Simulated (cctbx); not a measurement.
# A crystallographic session in cctbx: Zr4GaCo

Library: cctbx 2025.11. The data are simulated by the first script.

## 1. Simulate the data

run.py:

```python
from cctbx import adptbx, crystal, miller, sgtbx, xray
from cctbx.array_family import flex
from iotbx.shelx import hklf
from scitbx import matrix
import scitbx.random

cs = crystal.symmetry(unit_cell=(6.419, 6.419, 5.582, 90, 90, 90), space_group_symbol='Hall: I 4 2')  # I422
atoms = [  # label, site, U (iso, or U11 U22 U33 U12 U13 U23 in A^2), occupancy
    ("Zr1", (0.3259, 0.1741, 0.25), (0.0053, 0.0053, 0.0049, -0.0003, 0.0000, 0.0000), 1),
    ("Ga1", (0, 0, 0.5), (0.0053, 0.0053, 0.0057, 0.0000, 0.0000, 0.0000), 1),
    ("Co1", (0, 0, 0), (0.0075, 0.0075, 0.0059, 0.0000, 0.0000, 0.0000), 1),
]
xs = xray.structure(crystal_symmetry=cs)
for label, site, u, occ in atoms:
    u = adptbx.u_cif_as_u_star(cs.unit_cell(), u) if isinstance(u, tuple) else u
    xs.add_scatterer(xray.scatterer(label, site=site, u=u, occupancy=occ))
xs.set_inelastic_form_factors(1.54184, "sasaki")
xs.show_summary()
p1 = xs.expand_to_p1()
ms = miller.build_set(p1, anomalous_flag=True, d_min=0.83)
flex.set_random_seed(232806)
scitbx.random.set_random_seed(232806)
ms = ms.select(flex.random_double(ms.size()) < 0.5)
i = ms.structure_factors_from_scatterers(p1, algorithm="direct").f_calc().as_intensity_array().data()
i = i * 70000 / flex.max(i)
sig = flex.sqrt(i + flex.pow2(0.04 * i) + 15 ** 2)
noise = scitbx.random.variate(scitbx.random.normal_distribution())(i.size())
data = ms.array(data=i + sig * noise, sigmas=sig).set_observation_type_xray_intensity()
with open("data.hkl", "w") as f:
    data.export_as_shelx_hklf(f)
print("reflections written:", data.size(), " <I/sigma> = %.1f" % flex.mean(data.data() / data.sigmas()))
for h, a, b in list(data.sort("data"))[:12]:
    print("%4d%4d%4d %9.1f %7.1f" % (h + (a, b)))
```

```console
$ python run.py
```

```text
Number of scatterers: 3
At special positions: 3
Unit cell: (6.419, 6.419, 5.582, 90, 90, 90)
Space group: I 4 2 2 (No. 97)
reflections written: 821  <I/sigma> = 9.5
   0   0   4   69519.9  2812.5
   3   3   2   65401.7  2544.6
   3  -3  -2   62770.2  2544.6
  -3   3  -2   61886.5  2544.6
   3   3  -2   61562.4  2544.6
   0   2   2   52436.3  2031.5
  -2   0  -2   51386.0  2031.5
  -2   0   2   51275.6  2031.5
   0   2  -2   47197.8  2031.5
   2  -1  -1   44393.5  1566.8
  -2  -1   1   39878.9  1566.8
  -2   1  -1   39702.9  1566.8
```

Run time: 0.23 s on 1 thread of Arm Neoverse V2, with other jobs on the host, peak memory 0.07 GiB.

## 2. Refinement (right model, isotropic)

run.py:

```python
import math
from cctbx import adptbx, crystal, maptbx, sgtbx, xray
from cctbx.array_family import flex
from cctbx.xray import observations
from iotbx.shelx import hklf
from scitbx.lstbx import normal_eqns_solving
from smtbx import absolute_structure, utils
from smtbx.refinement import constraints, least_squares

cs = crystal.symmetry(unit_cell=(6.419, 6.419, 5.582, 90, 90, 90), space_group_symbol='Hall: I 4 2')  # I422
atoms = [  # label, site, U (iso, or U11 U22 U33 U12 U13 U23 in A^2), occupancy
    ("Zr1", (0.3198, 0.1802, 0.25), 0.0200, 1),
    ("Ga1", (0, 0, 0.5), 0.0200, 1),
    ("Co1", (0, 0, 0), 0.0200, 1),
]
xs = xray.structure(crystal_symmetry=cs)
for label, site, u, occ in atoms:
    u = adptbx.u_cif_as_u_star(cs.unit_cell(), u) if isinstance(u, tuple) else u
    xs.add_scatterer(xray.scatterer(label, site=site, u=u, occupancy=occ))
xs.set_inelastic_form_factors(1.54184, "sasaki")
raw = hklf.reader(file_name="data.hkl").as_miller_arrays(crystal_symmetry=cs, anomalous=True)[0]
merged = raw.eliminate_sys_absent().merge_equivalents()
fo2 = merged.array().set_observation_type_xray_intensity()
print("Rint %.3f, %d unique reflections to %.2f A" % (merged.r_int(), fo2.size(), fo2.d_min()))
for sc in xs.scatterers():
    sc.flags.set_grad_site(True)
    sc.flags.set_grad_u_aniso(sc.flags.use_u_aniso())
    sc.flags.set_grad_u_iso(sc.flags.use_u_iso())
obs = fo2.as_xray_observations()
extra = {}
rep = constraints.reparametrisation(xs, [], utils.connectivity_table(xs), **extra)
ls = least_squares.crystallographic_ls(obs, rep, weighting_scheme=least_squares.mainstream_shelx_weighting(a=0, b=0))
print("cycle     R1     wR2    GooF  max shift (A)")
for cycle in range(8):
    ls.build_up()
    r1, wr2, goof = ls.r1_factor(cutoff_factor=2)[0], ls.wR2(), ls.goof()
    old = xs.sites_cart()
    normal_eqns_solving.levenberg_marquardt_iterations(ls, n_max_iterations=3, tau=1e-06, step_threshold=1e-7)
    big = flex.max((xs.sites_cart() - old).norms())
    print("%4d %7.4f %7.4f %7.3f %9.5f" % (cycle + 1, r1, wr2, goof, big))
    ls.build_up(objective_only=True)
    if abs(ls.wR2() - wr2) < 5e-5 and big < 5e-4:
        break
ls.build_up()
print("final R1 %.4f wR2 %.4f GooF %.3f  parameters %d  data/parameter %.1f" % (ls.r1_factor(cutoff_factor=2)[0], ls.wR2(), ls.goof(), ls.n_parameters, fo2.size() / ls.n_parameters))
cov = ls.covariance_matrix_and_annotations()
su = dict(zip(cov.annotations, (math.sqrt(max(v, 0)) for v in cov.matrix.matrix_packed_u_diagonal())))
a2 = cs.unit_cell().reciprocal_parameters()[0] ** -2
print("atom        x        y        z      Ueq    occ   su(xyz)  su(Uiso or U11)")
for sc in xs.scatterers():
    s = max(su.get(sc.label + k, 0) for k in (".x", ".y", ".z"))
    npd = "" if sc.is_positive_definite_u(cs.unit_cell()) else "  NPD"
    print("%-5s %8.5f %8.5f %8.5f %8.4f %6.3f %8.5f %7.4f%s" % ((sc.label,) + sc.site + (sc.u_iso_or_equiv(cs.unit_cell()), sc.occupancy, s, su.get(sc.label + ".uiso", su.get(sc.label + ".u11", 0) * a2), npd)))
fo = fo2.f_sq_as_f()
fc = fo.structure_factors_from_scatterers(xs, algorithm="direct").f_calc()
diff = fo.f_obs_minus_f_calc(1 / math.sqrt(ls.scale_factor()), fc).average_bijvoet_mates()
m = diff.fft_map(symmetry_flags=maptbx.use_space_group_symmetry, resolution_factor=0.25).apply_volume_scaling()
print("difference map: max %.2f min %.2f rms %.2f" % (m.statistics().max(), m.statistics().min(), m.statistics().sigma()))
peaks = m.peak_search(parameters=maptbx.peak_search_parameters(min_distance_sym_equiv=0.6, max_clusters=6)).all()
near = xs.closest_distances(peaks.sites(), distance_cutoff=4)
sps = cs.special_position_settings(min_distance_sym_equiv=0.5)
for k, (x, h) in enumerate(zip(peaks.sites(), peaks.heights())):
    ss = sps.site_symmetry(x)
    print("Q%-3d %7.4f %7.4f %7.4f %4d %7.2f  %.2f A from %s" % ((k + 1,) + tuple(t % 1 for t in ss.exact_site()) + (ss.multiplicity(), h, near.smallest_distances[k], xs.scatterers()[near.i_seqs[k]].label)))
```

```console
$ python run.py
```

```text
Rint 0.029, 110 unique reflections to 0.84 A
cycle     R1     wR2    GooF  max shift (A)
   1  0.2609  0.5779  21.573   0.05525
   2  0.0097  0.0269   1.004   0.00001
final R1 0.0097 wR2 0.0269 GooF 1.004  parameters 4  data/parameter 27.5
atom        x        y        z      Ueq    occ   su(xyz)  su(Uiso or U11)
Zr1    0.32589  0.17411  0.25000   0.0053  1.000  0.00003  0.0002
Ga1    0.00000  0.00000  0.50000   0.0054  1.000  0.00000  0.0003
Co1    0.00000  0.00000  0.00000   0.0071  1.000  0.00000  0.0003
difference map: max 0.45 min -0.40 rms 0.11
Q1    0.1154  0.3846  0.7500    8    0.49  0.53 A from Zr1
Q2    0.0000  0.5000  0.0000    4    0.40  2.11 A from Zr1
Q3    0.1971  0.2961  0.3644   16    0.33  1.31 A from Zr1
Q4    0.0000  0.1169  0.0000    8    0.29  0.75 A from Co1
Q5    0.1026  0.1490  0.6649   16    0.29  1.31 A from Zr1
Q6    0.1005  0.1549  0.8282   16    0.26  1.27 A from Zr1
```

Time: 0.39 s.

## 3. Refinement (right model, anisotropic)

run.py, as its changes from the last script of this kind:

```diff
@@ -12,3 +12,3 @@
-    ("Zr1", (0.3198, 0.1802, 0.25), 0.0200, 1),
-    ("Ga1", (0, 0, 0.5), 0.0200, 1),
-    ("Co1", (0, 0, 0), 0.0200, 1),
+    ("Zr1", (0.32589, 0.17411, 0.25), 0.0053, 1),
+    ("Ga1", (0, 0, 0.5), 0.0054, 1),
+    ("Co1", (0, 0, 0), 0.0071, 1),
@@ -20,0 +21 @@
+xs.convert_to_anisotropic()
@@ -53,0 +55,4 @@
+fc = fo2.structure_factors_from_scatterers(xs, algorithm="direct").f_calc()
+absolute_structure.flack_analysis(xs, fo2.as_xray_observations()).show()
+h = absolute_structure.hooft_analysis(fo2, fc, scale_factor=ls.scale_factor())
+print("Hooft y: %.3f(%.0f)  Bijvoet pairs: %d" % (h.hooft_y, 1000 * h.sigma_y, h.n_bijvoet_pairs))
```

```console
$ python run.py
```

```text
Rint 0.029, 110 unique reflections to 0.84 A
cycle     R1     wR2    GooF  max shift (A)
   1  0.0098  0.0269   1.029   0.00003
   2  0.0094  0.0245   0.938   0.00000
final R1 0.0094 wR2 0.0245 GooF 0.938  parameters 9  data/parameter 12.2
atom        x        y        z      Ueq    occ   su(xyz)  su(Uiso or U11)
Zr1    0.32589  0.17411  0.25000   0.0053  1.000  0.00003  0.0002
Ga1    0.00000  0.00000  0.50000   0.0055  1.000  0.00000  0.0003
Co1    0.00000  0.00000  0.00000   0.0071  1.000  0.00000  0.0004
Flack x: -0.004(7)
Hooft y: -0.013(9)  Bijvoet pairs: 33
difference map: max 0.37 min -0.53 rms 0.11
Q1    0.0000  0.5000  0.0000    4    0.37  2.11 A from Zr1
Q2    0.1988  0.2931  0.3627   16    0.32  1.28 A from Zr1
Q3    0.1846  0.3109  0.6061   16    0.29  0.81 A from Zr1
Q4    0.1065  0.1443  0.6651   16    0.29  1.33 A from Zr1
Q5    0.1130  0.1470  0.8226   16    0.24  1.28 A from Zr1
Q6    0.0000  0.1219  0.0000    8    0.24  0.78 A from Co1
```

Time: 0.39 s.

## 4. Refinement

run.py, as its changes from the last script of this kind:

```diff
@@ -14,0 +15 @@
+    ("Co2", (0.419, 0.521, 0.414), 0.0300, 1),
@@ -21 +21,0 @@
-xs.convert_to_anisotropic()
@@ -35 +35 @@
-for cycle in range(8):
+for cycle in range(12):
@@ -55,4 +54,0 @@
-fc = fo2.structure_factors_from_scatterers(xs, algorithm="direct").f_calc()
-absolute_structure.flack_analysis(xs, fo2.as_xray_observations()).show()
-h = absolute_structure.hooft_analysis(fo2, fc, scale_factor=ls.scale_factor())
-print("Hooft y: %.3f(%.0f)  Bijvoet pairs: %d" % (h.hooft_y, 1000 * h.sigma_y, h.n_bijvoet_pairs))
```

```console
$ python run.py
```

```text
Rint 0.029, 110 unique reflections to 0.84 A
cycle     R1     wR2    GooF  max shift (A)
   1  0.9056  0.9921  37.752   0.11704
   2  0.8879  0.9897  37.664   0.04643
   3  0.8824  0.9889  37.630   0.02801
   4  0.8783  0.9881  37.601   0.02397
   5  0.8748  0.9873  37.571   0.15305
   6  0.8715  0.9865  37.540   0.06482
   7  0.8673  0.9854  37.497   0.11597
   8  0.8672  0.9847  37.473   0.01623
   9  0.8661  0.9835  37.426   0.06842
  10  0.8635  0.9823  37.381   0.01371
  11  0.9346  0.9917  37.738   0.11874
  12  0.8588  0.9821  37.372   0.19023
final R1 0.9209 wR2 0.9894 GooF 37.651  parameters 8  data/parameter 13.8
atom        x        y        z      Ueq    occ   su(xyz)  su(Uiso or U11)
Zr1    0.34963  0.15037  0.25000   0.0596  1.000  0.13158  0.3844
Ga1    0.00000  0.00000  0.50000   0.0726  1.000  0.00000  0.8050
Co1    0.00000  0.00000  0.00000   0.0746  1.000  0.00000  0.9319
Co2    0.45444  0.57524  0.35792   0.0001  1.000  0.07157  0.0972
difference map: max 939.98 min -405.14 rms 112.78
Q1    0.1690  0.3310  0.7500    8 1029.34  0.17 A from Zr1
Q2    0.0000  0.0000  0.5000    2  708.40  0.00 A from Ga1
Q3    0.0298  0.0919  0.1410   16  463.36  0.15 A from Co2
Q4    0.0000  0.0000  0.0000    2  424.04  0.00 A from Co1
Q5    0.0000  0.5000  0.2500    4  252.47  1.36 A from Zr1
Q6    0.0891  0.3711  0.3626   16  227.27  1.67 A from Zr1
```

Time: 0.79 s.

This run holds a fault made on purpose: spurious atom: Co2.

## 5. Refinement

run.py, as its changes from the last script of this kind:

```diff
@@ -12 +12 @@
-    ("Zr1", (0.32589, 0.17411, 0.25), 0.0053, 1),
+    ("Co1", (0.32589, 0.17411, 0.25), 0.0053, 1),
@@ -14,2 +14 @@
-    ("Co1", (0, 0, 0), 0.0071, 1),
-    ("Co2", (0.419, 0.521, 0.414), 0.0300, 1),
+    ("Zr1", (0, 0, 0), 0.0071, 1),
@@ -21,0 +21 @@
+xs.convert_to_anisotropic()
```

```console
$ python run.py
```

```text
Rint 0.029, 110 unique reflections to 0.84 A
cycle     R1     wR2    GooF  max shift (A)
   1  0.6600  0.9119  34.873   0.00109
   2  0.2156  0.4881  18.665   0.00034
   3  0.2172  0.4877  18.650   0.00001
final R1 0.2171 wR2 0.4877 GooF 18.650  parameters 9  data/parameter 12.2
atom        x        y        z      Ueq    occ   su(xyz)  su(Uiso or U11)
Co1    0.32605  0.17395  0.25000  -0.0341  1.000  0.00053  0.0040  NPD
Ga1    0.00000  0.00000  0.50000   0.0224  1.000  0.00000  0.0092
Zr1    0.00000  0.00000  0.00000   0.0168  1.000  0.00000  0.0061
difference map: max 27.79 min -4.96 rms 3.46
Q1    0.1742  0.3258  0.7500    8   29.68  0.00 A from Co1
Q2    0.0000  0.0000  0.0000    2   13.00  0.00 A from Zr1
Q3    0.0000  0.0000  0.5000    2   12.44  0.00 A from Ga1
Q4    0.0000  0.5000  0.2500    4    7.03  1.58 A from Co1
Q5    0.0771  0.1043  0.7692   16    2.98  1.53 A from Zr1
Q6    0.0932  0.3954  0.5132   16    2.86  1.49 A from Co1
```

Time: 0.43 s.

This run holds a fault made on purpose: elements exchanged: Zr1 is Co and Co1 is Zr.

## 6. Refinement

run.py, as its changes from the last script of this kind:

```diff
@@ -12 +12 @@
-    ("Co1", (0.32589, 0.17411, 0.25), 0.0053, 1),
+    ("Rb1", (0.32589, 0.17411, 0.25), 0.0053, 1),
@@ -14 +14 @@
-    ("Zr1", (0, 0, 0), 0.0071, 1),
+    ("Co1", (0, 0, 0), 0.0071, 1),
```

```console
$ python run.py
```

```text
Rint 0.029, 110 unique reflections to 0.84 A
cycle     R1     wR2    GooF  max shift (A)
   1  0.0331  0.1098   4.200   0.00060
   2  0.0155  0.0539   2.062   0.00000
final R1 0.0155 wR2 0.0539 GooF 2.062  parameters 9  data/parameter 12.2
atom        x        y        z      Ueq    occ   su(xyz)  su(Uiso or U11)
Rb1    0.32596  0.17404  0.25000   0.0038  1.000  0.00006  0.0004
Ga1    0.00000  0.00000  0.50000   0.0087  1.000  0.00000  0.0007
Co1    0.00000  0.00000  0.00000   0.0105  1.000  0.00000  0.0009
difference map: max 0.42 min -1.39 rms 0.18
Q1    0.1176  0.3824  0.7500    8    0.45  0.51 A from Rb1
Q2    0.0000  0.1835  0.0000    8    0.34  1.18 A from Co1
Q3    0.0000  0.5000  0.0000    4    0.33  2.11 A from Rb1
Q4    0.0000  0.1847  0.5000    8    0.32  1.19 A from Ga1
Q5    0.0000  0.5000  0.2500    4    0.31  1.58 A from Rb1
Q6    0.1885  0.2932  0.3671   16    0.28  1.34 A from Rb1
```

Run time: 0.36 s on 1 thread of Arm Neoverse V2, with other jobs on the host, peak memory 0.09 GiB.

This run holds a fault made on purpose: wrong element: Rb1 is Zr.

[Logs are printed without paths, hosts, clocks, repeated set-up lines and the standing remarks that a program may print on its own settings, such as how far it seeks lower states.]
